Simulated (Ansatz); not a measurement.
# The perfect GaSb wire along [110], 6 atoms a period, H-terminated, part 2 of 2

Wanted: the relaxed geometry and the bands of the GaSb wire along [110], 6 atoms a period, H-terminated.

Ansatz 0.2.0; DFT PBE, plane waves, PAW; relaxation of a wire's period; PAW set soft_1 (the session's first sound run).

So far. Step 2 (Relaxing the period): The cell's length comes to 4.481 Å with spin left out.

## Step 3: The wire at its relaxed period

This step: DFT PBE, plane waves, PAW; bands of a perfect wire; PAW set soft_1 (Ansatz 0.2.0).

At the relaxed period the bands are computed along the axis; those that cross an energy going forward count the channels that a perfect wire would open there.

File input.yaml:

```yaml
crystal:
  lattice:
    - [13.38, 0.0, 0.0]
    - [0.0, 14.049, 0.0]
    - [0.0, 0.0, 4.4813124116]
  atoms:
    - { symbol: Sb, position: [0.430233116, 0.661595276, 0.0] }
    - { symbol: H, position: [0.529796558, 0.738574761, 0.0] }
    - { symbol: Ga, position: [0.530836011, 0.499995414, 0.0] }
    - { symbol: H, position: [0.303915762, 0.194640611, 0.5] }
    - { symbol: H, position: [0.238302202, 0.382211295, 0.5] }
    - { symbol: H, position: [0.303915762, 0.805350217, 0.5] }
    - { symbol: H, position: [0.238302202, 0.617779533, 0.5] }
    - { symbol: Ga, position: [0.321736731, 0.304535185, 0.5] }
    - { symbol: Ga, position: [0.321736731, 0.695455643, 0.5] }
    - { symbol: Sb, position: [0.644546278, 0.499995414, 0.5] }
    - { symbol: H, position: [0.729246988, 0.40869812, 0.5] }
    - { symbol: H, position: [0.729246988, 0.591292708, 0.5] }
    - { symbol: Sb, position: [0.430233116, 0.338395552, 0.0] }
    - { symbol: H, position: [0.529796558, 0.261416067, 0.0] }
kpoints:
  mp_grid: { grid: [1, 1, 18] }
  band_path: { path: ["Γ", Z], npoints: 90 }
scf:
  occupations: { method: fermi_dirac, width: 0.05 }
hamiltonian:
  xc: pbe
  pseudopotentials: { kind: paw, azcp: { folder: soft_1 } }
output:
  dos: { e_range: [-5, 4] }
  write_potential: true
  write_density: true
  volumetric_format: npy
```

Command:

```console
$ ansatz run input.yaml --threads 4 --pin off --max-ram 16384MiB --backend cpu --events-out ev --progress --plain --runs-dir out
```

Numbers of over 12 decimals in the logs are rounded to 6 here.

Log:

```text
[...]
Crystal: 14 atoms, lattice volume = 842.377 Å³
Basis set: ecut = 420 eV, 16553 PW (Γ)
Bands: 60, of which v1, the nominal top of the filled ones, is band 46 counted from 1 (45 counted from 0)
Symmetry: 4 space group operations
[...]
k-points: 10 of 18
[...]
SCF iter   1: F=—  HF=-30929.951237 eV  |F-HF|=—  |Δ(HF+E_count)|=         —  Δρ=3.05e-2  dr2=7.93e0  ethr=3.10e-3  ⟨swp⟩=8.2  Hψ=2782  notcnv=0  defer=5
[...]
SCF iter  10: F=-30927.491388 eV  HF=-30927.491388 eV  |F-HF|=3.72e-9  |Δ(HF+E_count)|=   2.37e-7  Δρ=1.82e-6  dr2=4.66e-8  ethr=1.09e-10  ⟨swp⟩=16.4  Hψ=3200  notcnv=0
SCF 1 converged in 10 iterations: F = -30927.491388 eV  dr2 = 4.66e-8
[...]
NSCF: frozen V_eff on 91 k-points
WARN: The output density's exchange-correlation potential varies sharply where the density is thin. Do not read a vacuum level from v_tot or v_xc, or from such a field of the output density. On a cell that repeats whose density bears no net charge and no dipole along the vacuum's axis use v_es (v_loc + v_h of the components); under efield.dipole_correction with no amplitude use v_es + v_field, which holds any externa [...]
SCF converged after 10 iterations
Free energy (F): -30927.491388 eV
[...]
Internal energy: -30927.491388 eV  (E = F + TS)
E sigma→0 (E₀):  -30927.491388 eV
Fermi energy:    -1.806907 eV
[...]
--- Band table (eV; the first three rows and the last of 10) ---
  k-point 0: bands = [... 42 lower, -3.8657, -3.4863, -2.8417, -2.7005, -0.9238, -0.0688, -0.0454, 0.8057, ... 10 higher]
  k-point 1: bands = [... 42 lower, -3.7457, -3.5168, -2.9293, -2.7998, -0.7744, 0.0660, 0.1159, 0.8030, ... 10 higher]
  k-point 2: bands = [... 42 lower, -3.7397, -3.6186, -3.1089, -3.0080, -0.4081, 0.3306, 0.4999, 0.7827, ... 10 higher]
  k-point 9: bands = [... 42 lower, -4.2150, -4.1012, -3.9704, -3.9432, -0.0414, 0.3467, 0.5359, 1.0255, ... 10 higher]
```

Wall time 46 s (4 threads of Intel Xeon Platinum 8375C at 2.90GHz (Ice Lake), shared host); peak memory 2.9 GiB; 3 min of CPU time.

In the SCF lines HF is the Harris–Foulkes energy and dr2 the Hartree energy of the density residual, in eV; the loop may stop once dr2 is under the threshold and the program's other checks hold. Hψ counts applications of the Hamiltonian.

This step gave:

* band gap: 1.777 eV

The electronic bands at the labelled points (eV, zero at the Fermi level):

```csv
point,band 43,band 44,band 45,band 46,band 47,band 48,band 49,band 50
Γ,-2.06,-1.68,-1.03,-0.89,0.88,1.74,1.76,2.61
halfway,-2.25,-2.20,-1.64,-1.63,2.00,2.25,2.26,2.94
Z,-2.41,-2.29,-2.16,-2.14,1.77,2.15,2.34,2.83
```

The gap is 1.78 eV, with spin left out.

The path shows a direct gap of 1.78 eV (valence top at Γ, conduction bottom at Γ).

## Step 4: Another level of theory, cutoff 500 eV, k-mesh 1×1×14

This step: DFT r2SCAN, plane waves, PAW; bands of a perfect wire at the PBE geometry; PAW set soft_1 (Ansatz 0.2.0).

The atoms stay at the PBE geometry and the functional changes. r2SCAN also reads the kinetic-energy density; it often gives larger moments and wider gaps than PBE, at a higher cost. Against the first PBE run of this kind, the cutoff is 500 eV against 420 and the mesh along the wire has 14 points against 18.

Changes to input.yaml since step 3:

```diff
@@ -21,3 +21,3 @@
 kpoints:
-  mp_grid: { grid: [1, 1, 18] }
+  mp_grid: { grid: [1, 1, 14] }
   band_path: { path: ["Γ", Z], npoints: 90 }
@@ -26,8 +26,3 @@
 hamiltonian:
-  xc: pbe
+  xc: r2scan
   pseudopotentials: { kind: paw, azcp: { folder: soft_1 } }
-output:
-  dos: { e_range: [-5, 4] }
-  write_potential: true
-  write_density: true
-  volumetric_format: npy
```

Log:

```text
[...]
Crystal: 14 atoms, lattice volume = 842.377 Å³
Basis set: ecut = 500 eV, 21395 PW (Γ), exchange–correlation on 400×432×144 points (64 copies of the dense FFT grid, shifted against one another)
Bands: 60, of which v1, the nominal top of the filled ones, is band 46 counted from 1 (45 counted from 0)
Symmetry: 4 space group operations
[...]
k-points: 8 of 14
[...]
--- Band table (eV; the first three rows and the last of 8) ---
  k-point 0: bands = [... 42 lower, -4.0754, -3.7206, -3.0466, -2.9026, -0.8630, 0.0650, 0.1210, 1.0024, ... 10 higher]
  k-point 1: bands = [... 42 lower, -3.9609, -3.7731, -3.1859, -3.0594, -0.6109, 0.2701, 0.3879, 0.9937, ... 10 higher]
  k-point 2: bands = [... 42 lower, -4.0268, -3.9486, -3.4256, -3.3425, -0.0559, 0.5329, 0.9107, 0.9597, ... 10 higher]
  k-point 7: bands = [... 42 lower, -4.4804, -4.3607, -4.2362, -4.2063, 0.1151, 0.4996, 0.6230, 1.2268, ... 10 higher]
[key lines of the parts left out:]
SCF converged after 10 iterations
Free energy (F): -30993.829297 eV
Fermi energy:    -1.879614 eV
```

The job ended after 1.8 min (4 threads; peak memory 4.6 GiB).

Numbers from this step:

```yaml
band_gap: 2.040 eV
```

The gap is 2.04 eV, against 1.78 eV under PBE at the relaxed period.

## Step 5: Levels at the same atoms, level HSE06, cutoff 420 eV

This step: DFT HSE06, plane waves, PAW; levels of a perfect wire at the PBE geometry; PAW set soft_1 (Ansatz 0.2.0).

The atoms stay at the PBE geometry and the functional changes. HSE06 mixes in a quarter of short-range exact exchange, which removes part of the self-interaction that closes gaps; it is dear, so the mesh is thinner and no path is run. Against the first PBE run of this kind, the mesh along the wire has 7 points against 18.

Changes to input.yaml since step 4:

```diff
@@ -21,4 +21,3 @@
 kpoints:
-  mp_grid: { grid: [1, 1, 14] }
-  band_path: { path: ["Γ", Z], npoints: 90 }
+  mp_grid: { grid: [1, 1, 7] }
 scf:
@@ -26,3 +25,3 @@
 hamiltonian:
-  xc: r2scan
+  xc: hse06
   pseudopotentials: { kind: paw, azcp: { folder: soft_1 } }
```

Log:

```text
[...]
Crystal: 14 atoms, lattice volume = 842.377 Å³
Basis set: ecut = 420 eV, 16553 PW (Γ)
Bands: 60, of which v1, the nominal top of the filled ones, is band 46 counted from 1 (45 counted from 0)
Symmetry: 4 space group operations
[...]
k-points: 4 of 7
[...]
SCF iter   6: F=-30927.493373 eV  HF=-30927.493579 eV  |F-HF|=2.06e-4  |Δ(HF+E_count)|=   6.43e-4  Δρ=1.23e-4  dr2=1.30e-4  ethr=1.92e-6  ⟨swp⟩=3.0  Hψ=533  notcnv=0
[...]
E sigma→0 (E₀):  -30942.131089 eV
Fermi energy:    -1.912303 eV
[...]
--- Band table (eV) ---
  k-point 0: bands = [... 42 lower, -4.3771, -3.9999, -3.2880, -3.1318, -0.6949]
  k-point 1: bands = [... 42 lower, -4.3042, -4.2250, -3.6956, -3.5974, 0.1550]
  k-point 2: bands = [... 42 lower, -4.6778, -4.6518, -4.0723, -4.0723, 0.5871]
  k-point 3: bands = [... 42 lower, -4.7776, -4.7131, -4.4625, -4.4450, 0.3466]
  guard bands above this table: 13 of the run's 60 bands. The solve was not asked for them (output.publish_guard_bands: true or output.eigenvalues: true publishes all)
[key lines of the parts left out:]
Free energy (F): -30942.131089 eV
```

Wall time 1.7 min (4 threads); peak memory 10 GiB.

Numbers from this step:

```
band gap : 2.437 eV
```

The gap is 2.44 eV, against 1.78 eV under PBE at the relaxed period.

## Step 6: With spin-orbit coupling, k-mesh 1×1×12

This step: DFT PBE, plane waves, fully relativistic PAW; bands of a perfect wire with spin-orbit coupling; PAW set soft_1 (Ansatz 0.2.0).

Spin-orbit coupling mixes the spins and splits bands that cross or touch without it, so it can open or close channels. Fully relativistic datasets take the place of the scalar ones. Against the first PBE run of this kind, the mesh along the wire has 12 points against 18.

Changes to input.yaml since step 5:

```diff
@@ -21,3 +21,4 @@
 kpoints:
-  mp_grid: { grid: [1, 1, 7] }
+  mp_grid: { grid: [1, 1, 12] }
+  band_path: { path: ["Γ", Z], npoints: 90 }
 scf:
@@ -25,3 +26,6 @@
 hamiltonian:
-  xc: hse06
-  pseudopotentials: { kind: paw, azcp: { folder: soft_1 } }
+  xc: pbe
+  pseudopotentials: { kind: paw_fr, azcp: { folder: soft_1 } }
+magnetization:
+  noncollinear: true
+  spin_orbit: true
```

Log:

```text
[...]
non-collinear run that drives no moment, with spin-orbit: no starting moment large enough to seed its density (crystal.atoms[].spin), no starting occupations that ask for one, no magnetisation constraint and no magnetic field, so the semilocal B_xc is pinned to zero
Crystal: 14 atoms, lattice volume = 842.377 Å³
Basis set: ecut = 420 eV, 16553 PW (Γ)
[...]
k-point 0: bands = [... 88 lower, -2.8304, -2.8304, -2.6849, -2.6849, -0.9201, -0.9201, -0.0676, -0.0676, ... 24 higher]
  k-point 1: bands = [... 88 lower, -3.0511, -2.9882, -2.8890, -2.8528, -0.6332, -0.5847, 0.1883, 0.1995, ... 24 higher]
  k-point 2: bands = [... 88 lower, -3.3537, -3.2981, -3.1473, -3.1292, -0.0563, -0.0086, 0.4236, 0.4659, ... 24 higher]
  k-point 6: bands = [... 88 lower, -3.9521, -3.9521, -3.8965, -3.8965, -0.0471, -0.0471, 0.3502, 0.3502, ... 24 higher]
[key lines of the parts left out:]
SCF converged after 10 iterations
Magnetization: |M| = 0.0000 μB,  M = (+0.0000, +0.0000, +0.0000) μB
Free energy (F): -30934.951633 eV
Fermi energy:    -1.800033 eV
```

Elapsed: 5 min, on 4 threads; peak memory 10 GiB.

Numbers from this step:

* band gap: 1.764 eV

The electronic bands at the labelled points (eV, zero at the Fermi level; v1 is the highest filled band, c1 the lowest empty one):

```csv
point,v4,v3,v2,v1,c1,c2,c3,c4
Γ,-1.03,-1.03,-0.88,-0.88,0.88,0.88,1.73,1.73
halfway,-1.73,-1.73,-1.57,-1.54,1.98,2.00,2.16,2.23
Z,-2.15,-2.15,-2.10,-2.10,1.75,1.75,2.15,2.15
```

The gap is 1.76 eV, against 1.78 eV under PBE at the relaxed period, with no moment.

## Step 7: All levels side by side

Times are for 4 threads of Intel Xeon Platinum 8375C at 2.90GHz (Ice Lake), shared host. Results by setting:

```
no.     run  band gap (eV)     time  memory (GiB)
  1    lead          1.777     46 s           2.9
  2  levels          2.040  1.8 min           4.6
  3  levels          2.437  1.7 min            10
  4     SOC          1.764    5 min            10
```

## Step 8: What came out

```json
{
 "cell length, PBE": "4.481 Å",
 "gap, PBE": "1.78 eV",
 "gap, r2SCAN": "2.04 eV",
 "gap, HSE06": "2.44 eV",
 "gap, with spin-orbit coupling": "1.76 eV"
}
```

What this shows: Under PBE the cell's length is 4.48 Å, and a gap of 1.78 eV makes it a semiconductor. At the relaxed period the wire is gapped under every functional, from 1.78 eV (PBE) to 2.44 eV (HSE06). Weak screening in one dimension makes quasiparticle gaps larger than the semilocal gaps, as a rule. Plain hydrogen on a compound's surface is a simple closure: it may leave surface states, and facets that end in unlike atoms put a field across the wire, both of which shrink the gap. A hybrid's gap is read on a coarse mesh, without a band path.

[Logs are printed without paths, hosts, clocks, repeated set-up lines and the standing remarks that a program may print on its own settings, such as how far it seeks lower states.]

[Hosts, paths, dates, database ids (printed as entryN), source tags and the programs' standing remarks are cut or masked in the printed files.]
